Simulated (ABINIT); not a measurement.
# WS2 (Tungstenite): G0W0 with ABINIT, start to end, part 2 of 2

How does a plane-wave GW calculation on WS2 (Tungstenite) run from the first input to the gap?

ABINIT 10.8.3; PBE and many-body steps on it, plane waves. Known limits of the many-body steps: not at the basis limit; no spin-orbit coupling; coarse k mesh.

So far. Step 2 (Ground state): The gap is indirect, with the least direct gap 0.86 eV higher. Step 3 (Empty states on the mesh, 3×3×1 mesh, 166 bands): On this mesh the gap is 1.305 eV. The earlier step found 0.981 eV, so this mesh misses an edge.

### Step 4. Screening, 3×3×1 mesh, 152 bands, screening to 130.6 eV

The RPA dielectric matrix is built and inverted for each q.

This step: RPA screening on PBE, plane waves, norm-conserving pseudopotentials.

The input, run.abi:

```
acell 3*1.0 Angstrom
rprim 
  3.153199999992 0.000000000002 0.000000000000
  -1.576599999998 2.730751303206 0.000000000000
  0.000000000000 0.000000000000 12.323000000000
ntypat 2
znucl 74 16
natom 6
typat 1 1 2 2 2 2
xred 
  0.333333333333 0.666666666667 0.250000000000
  0.666666666667 0.333333333333 0.750000000000
  0.333333333333 0.666666666667 0.622500000000
  0.666666666667 0.333333333333 0.122500000000
  0.333333333333 0.666666666667 0.877500000000
  0.666666666667 0.333333333333 0.377500000000
pp_dirpath "pseudos"
pseudos "W.upf, S.upf"
ecut 31
ngkpt 3 3 1
nshiftk 1
shiftk 0 0 0
kptopt 1
chksymbreak 0
istwfk *1
occopt 1
irdwfk 1
optdriver 3
nband 152
ecuteps 4.8
inclvkb 2
awtr 1
symchi 1
indata_prefix "in"
outdata_prefix "out"
tmpdata_prefix "tmp"
```

Run with:

```sh
$ OMP_NUM_THREADS=1 mpirun -n 8 abinit run.abi > log
```

Numbers of over 12 decimals in the logs are rounded to 6 here.

Log:

```text
.Version 10.8.3 of ABINIT. v10.8.2 released Aug 2026.

 Symmetries : space group P6_3/m m c (#194); Bravais hP (primitive hexag.)
[... echo of the input left out ...]
== DATASET  1 ==================================================================
-   mpi_nproc: 8, omp_nthreads: 1 (-1 if OMP is not activated)

--- !DatasetInfo
iteration_state: {dtset: 1, }
dimensions: {natom: 6, nkpt: 3, mband: 152, nsppol: 1, nspinor: 1, nspden: 1, mpw: 5917, }
cutoff_energies: {ecut:  31.0, pawecutdg:  -1.0, }
electrons: {nelect:   5.20000000E+01, charge:   0.00000000E+00, occopt:   1.00000000E+00, tsmear:   1.00000000E-02, }

 SCREENING: Calculation of the susceptibility and dielectric matrices

 Based on a program developped by R.W. Godby, V. Olevano, G. Onida, and L. Reining.
 Incorporated in ABINIT by V. Olevano, G.-M. Rignanese, and M. Torrent.
.Using double precision arithmetic ; gwpc =  8

[... cell and pseudopotentials left out ...]
--------------------------------------------------------------------------------

 ==== K-mesh for the wavefunctions ====
 Number of points in the irreducible wedge :     3
[... list of points left out ...]
 Together with 24 symmetry operations and time-reversal symmetry
 yields     9 points in the full Brillouin Zone.

 ==== Q-mesh for the screening function ====
 Number of points in the irreducible wedge :     3
[... list of points left out ...]
 Together with 24 symmetry operations and time-reversal symmetry
 yields     9 points in the full Brillouin Zone.

 setmesh: FFT mesh size selected  =    20x   20x   90
          total number of points  =        36000

 vcoul_init : cutoff-mode = AUXILIARY_FUNCTION
 q-points for optical limit:   1
     1)      0.000010    0.000020    0.000030

- screening: taking advantage of time-reversal symmetry
- Maximum band index for partially occupied states nbvw = 26
- Remaining bands to be divided among processors   nbcw = 126
- Number of bands treated by each node ~15

 Number of electrons calculated from density =   52.0000; Expected =   52.0000
 average of density, n =  0.072620
 r_s =    1.4869
 omega_plasma =   25.9946 [eV]

 calculating chi0 at frequencies [eV] :
  1    0.000000E+00    0.000000E+00
  2    0.000000E+00    2.599465E+01

--------------------------------------------------------------------------------
  q-point number  1        q = ( 0.000000, 0.000000, 0.000000) [r.l.u.]
--------------------------------------------------------------------------------
[... chi0 elements left out ...]
 For q-point:  0.000010 0.000020 0.000030
  dielectric constant =  17.4055
  dielectric constant without local fields =  19.4844

  Average fulfillment of the sum rule on Im[epsilon] for q-point    1 :     80.96  [%]
[... wings left out ...]
  q-point number  2        q = ( 0.333333, 0.000000, 0.000000) [r.l.u.]
--------------------------------------------------------------------------------
[... chi0 elements left out ...]
  Average fulfillment of the sum rule on Im[epsilon] for q-point    2 :     77.20  [%]

 [... 1 further q-points ...]
```

Wall time 15 s (8 MPI ranks of Arm Neoverse V2, shared host); peak memory 1.7 GiB.

Numbers from this step:

| Property | Result |
| --- | --- |
| ε∞ with local fields, on this mesh, along the program's q direction | 17.41 |
| the same without local fields | 19.48 |
| plasma frequency | 25.99 eV |
| plane waves in the screening matrix | 341 |

Local fields lower ε∞ by 11 %. On a Γ-centred mesh this coarse the value itself is usually too large, while a short band sum pulls it down.

### Step 5. Self-energy, 3×3×1 mesh, 152 bands, screening to 130.6 eV

The self-energy is evaluated for the states that the input lists, and the levels follow from it, in one-shot runs by the linearised quasiparticle equation.

This step: G0W0 on PBE, plane waves, norm-conserving pseudopotentials.

Edit run.abi of step 4 so:

```diff
@@ -27,8 +27,17 @@
 irdwfk 1
-optdriver 3
+optdriver 4
 nband 152
+gwcalctyp 0
+ecutsigx 31
+symsigma 1
+nkptgw 2
+kptgw 
+  0.0000000000 0.0000000000 0.0000000000
+  0.3333333333 0.3333333333 0.0000000000
+bdgw 
+  25 28
+  25 28
 ecuteps 4.8
-inclvkb 2
-awtr 1
-symchi 1
+irdscr 1
+ppmodel 1
 indata_prefix "in"
```

Log:

```text
.Version 10.8.3 of ABINIT. v10.8.2 released Aug 2026.

 Symmetries : space group P6_3/m m c (#194); Bravais hP (primitive hexag.)
[... echo of the input left out ...]
== DATASET  1 ==================================================================
-   mpi_nproc: 8, omp_nthreads: 1 (-1 if OMP is not activated)

--- !DatasetInfo
iteration_state: {dtset: 1, }
dimensions: {natom: 6, nkpt: 3, mband: 152, nsppol: 1, nspinor: 1, nspden: 1, mpw: 5917, }
cutoff_energies: {ecut:  31.0, pawecutdg:  -1.0, }
electrons: {nelect:   5.20000000E+01, charge:   0.00000000E+00, occopt:   1.00000000E+00, tsmear:   1.00000000E-02, }

 SIGMA: Calculation of the GW corrections

 Based on a program developped by R.W. Godby, V. Olevano, G. Onida, and L. Reining.
 Incorporated in ABINIT by V. Olevano, G.-M. Rignanese, and M. Torrent.
.Using double precision arithmetic ; gwpc =  8

[... cell and pseudopotentials left out ...]
--------------------------------------------------------------------------------

 ==== K-mesh for the wavefunctions ====
 Number of points in the irreducible wedge :     3
[... list of points left out ...]
 Together with 24 symmetry operations and time-reversal symmetry
 yields     9 points in the full Brillouin Zone.

 ==== Q-mesh for screening function ====
 Number of points in the irreducible wedge :     3
[... list of points left out ...]
 Together with 24 symmetry operations and time-reversal symmetry
 yields     9 points in the full Brillouin Zone.

 vcoul_init : cutoff-mode = AUXILIARY_FUNCTION
 q-points for optical limit:   1
     1)      0.000010    0.000020    0.000030
 setmesh: FFT mesh size selected  =    25x   25x  120
          total number of points  =        75000

 Number of electrons calculated from density =   52.0000; Expected =   52.0000
 average of density, n =  0.072620
 r_s =    1.4869
 omega_plasma =   25.9946 [eV]

 === KS Band Gaps ===
  >>>> For spin  1
   Minimum direct gap =   1.8369 [eV], located at k-point      :   0.3333  0.3333  0.0000
   Fundamental gap    =   1.3050 [eV], Top of valence bands at :   0.0000  0.0000  0.0000
                                       Bottom of conduction at :   0.3333  0.3333  0.0000
 SIGMA fundamental parameters:
 PLASMON POLE MODEL  1
 number of plane-waves for SigmaX                 5885
 number of plane-waves for SigmaC and W            341
 number of plane-waves for wavefunctions          5885
 number of bands                                   152
 number of independent spin polarizations            1
 number of spinorial components                      1
 number of k-points in IBZ                           3
 number of q-points in IBZ                           3
 number of symmetry operations                      24
 number of k-points in BZ                            9
 number of q-points in BZ                            9
 number of frequencies for dSigma/dE                 9
 frequency step for dSigma/dE [eV]                0.25
 number of omega for Sigma on real axis              0
 max omega for Sigma on real axis  [eV]           0.00
 zcut for avoiding poles [eV]                     0.10

 EPSILON^-1 parameters (SCR file):
 dimension of the eps^-1 matrix on file            341
 dimension of the eps^-1 matrix used               341
 number of plane-waves for wavefunctions          5885
 number of bands                                   152
 number of q-points in IBZ                           3
 number of frequencies                               2
 number of real frequencies                          1
 number of imag frequencies                          1

 matrix elements of self-energy operator (all in [eV])

 Perturbative Calculation

--- !SelfEnergy_ee
iteration_state: {dtset: 1, }
kpoint     : [   0.000,    0.000,    0.000, ]
spin       : 1
KS_gap     :    2.311
QP_gap     :    2.829
Delta_QP_KS:    0.518
data: !SigmaeeData |
     Band     E0 <VxcDFT>   SigX SigC(E0)      Z dSigC/dE  Sig(E)    E-E0       E
       25   8.288 -14.437 -15.680   1.359   0.788  -0.269 -14.346   0.092   8.379
       26   9.509 -15.563 -16.434   1.133   0.784  -0.275 -15.358   0.205   9.714
       27  11.820 -15.231 -10.331  -3.981   0.787  -0.270 -14.508   0.723  12.543
       28  11.820 -15.231 -10.331  -3.981   0.787  -0.270 -14.508   0.723  12.543

--- !SelfEnergy_ee
iteration_state: {dtset: 1, }
kpoint     : [   0.333,    0.333,    0.000, ]
spin       : 1
KS_gap     :    1.837
QP_gap     :    2.562
Delta_QP_KS:    0.725
data: !SigmaeeData |
     Band     E0 <VxcDFT>   SigX SigC(E0)      Z dSigC/dE  Sig(E)    E-E0       E
       25   8.770 -15.016 -16.290   1.441   0.787  -0.271 -14.885   0.131   8.901
       26   8.977 -15.446 -16.647   1.423   0.786  -0.273 -15.272   0.174   9.151
       27  10.814 -16.352 -11.240  -3.968   0.786  -0.272 -15.453   0.899  11.713
       28  10.814 -16.352 -11.240  -3.968   0.786  -0.272 -15.453   0.899  11.713

== END DATASET(S) ==============================================================
================================================================================

 -outvars: echo values of variables after computation  --------
           etotal      0.0000000000E+00
            nband         152
             nkpt           3
          spgroup         194
 [... the other variables as echoed above ...]

 Calculation completed.
```

Wall time 6.2 s (8 MPI ranks); peak memory 1.2 GiB.

This step gave:

- G0W0 gap on the points computed: 1.999 eV
- starting gap on the mesh: 1.305 eV
- k of the valence top: 0, 0, 0
- k of the conduction bottom: 0.3333, 0.3333, 0
- Z at the valence top: 0.784
- Z at the conduction bottom: 0.786
- least direct G0W0 gap on the computed points: 2.562 eV

The gap on the mesh goes from 1.31 eV to 2.00 eV, a correction of +0.69 eV. The start differs from the 0.98 eV found before because the two sample other k points.

Limits: finite bands, cutoff and mesh; no spin-orbit coupling; coarse k mesh. v1 is the top filled band, c1 the lowest empty one. Levels before and after the correction, in eV, zero at the valence-band top of each column:

```
           conduction bottom  valence top
Kohn-Sham               1.31         0.00
     G0W0               2.00         0.00
```

|  | level | energy (eV) |
| --- | --- | --- |
| Kohn-Sham | Γ v2 | -1.221 |
| Kohn-Sham | Γ v1 | 0.000 |
| Kohn-Sham | Γ c1-c2 | 2.311 |
| Kohn-Sham | (0.333 0.333 0) v2 | -0.739 |
| Kohn-Sham | (0.333 0.333 0) v1 | -0.532 |
| Kohn-Sham | (0.333 0.333 0) c1-c2 | 1.305 |
| G0W0 | Γ v2 | -1.335 |
| G0W0 | Γ v1 | 0.000 |
| G0W0 | Γ c1-c2 | 2.829 |
| G0W0 | (0.333 0.333 0) v2 | -0.813 |
| G0W0 | (0.333 0.333 0) v1 | -0.563 |
| G0W0 | (0.333 0.333 0) c1-c2 | 1.999 |

### Step 6. Where the time went

Times are wall times on the hardware named with each run, good to a factor of about two.

| step | time | share | memory (GiB) |
| --- | --- | --- | --- |
| ground state | 21 s | 28 % | 0.68 |
| empty states on the mesh | 33 s | 44 % | 0.3 |
| screening | 15 s | 20 % | 1.7 |
| self-energy | 6.2 s | 8 % | 1.2 |

### Step 7. Results

| Item | Value |
| --- | --- |
| PBE gap | 0.98 eV, indirect |
| G0W0 gap on the mesh | 2.00 eV |
| G0W0 gap over the zone (rigid shift) | 1.67 eV |
| GW settings | 3×3×1 mesh, 152 bands, screening to 130.6 eV, Godby-Needs plasmon pole |
| known limits | not at the basis limit; no spin-orbit coupling; coarse k mesh |

What this shows: G0W0 moves the gap on the mesh from 1.31 eV to 2.00 eV (+0.69 eV), with Z of 0.78 and 0.79 at the edges. The mesh misses the band edges by 0.32 eV in all; a rigid shift gives 1.67 eV for the zone. Local fields lower the RPA ε∞ on this mesh from 19.48 to 17.41; a Γ-centred mesh this coarse tends to raise both, most where the direct gap is narrow, while a short band sum lowers them. Only 2 of the mesh's irreducible points were corrected, so a valley elsewhere could overtake. The dearest step here is «empty states on the mesh». Bands and cutoff are finite, so the gap is not at the basis limit. The miss can reach some tenths of an eV and take either sign; the mesh is an error of its own. In the G0W0 run levels were corrected at 2 k points alone, so a gap called «on the mesh» is the least over those, and an edge elsewhere would be missed. A denser mesh or path gives a starting gap of 0.98 eV: the GW mesh misses a band edge, so its gaps are not the fundamental one. The 3×3×1 mesh is coarse for this cell, which bears on the long-range parts of exchange and screening. The many-body steps are scalar-relativistic: spin-orbit coupling is not in them.

[Paths, hosts, dates, memory and timing lines, banners, echoed tables and standing remarks are left out of the program output.]

[Logs are printed without paths, hosts, clocks, repeated set-up lines and the standing remarks that a program may print on its own settings, such as how far it seeks lower states.]

[Runs of the session that timed out or met a known fault of the program may be left out.]

[Hosts, paths, dates, database ids (printed as entryN), source tags and the programs' standing remarks are cut or masked in the printed files.]

[G0W0 gaps are taken among the corrected bands and points alone; a level outside them can change the order at an edge.]

[Where Ansatz stands beside ABINIT at settings called matched, ABINIT's density can come from a denser mesh and the files from another edition; pairs whose starting gaps differed by over 0.03 eV were left out, so agreement reads better than it is.]
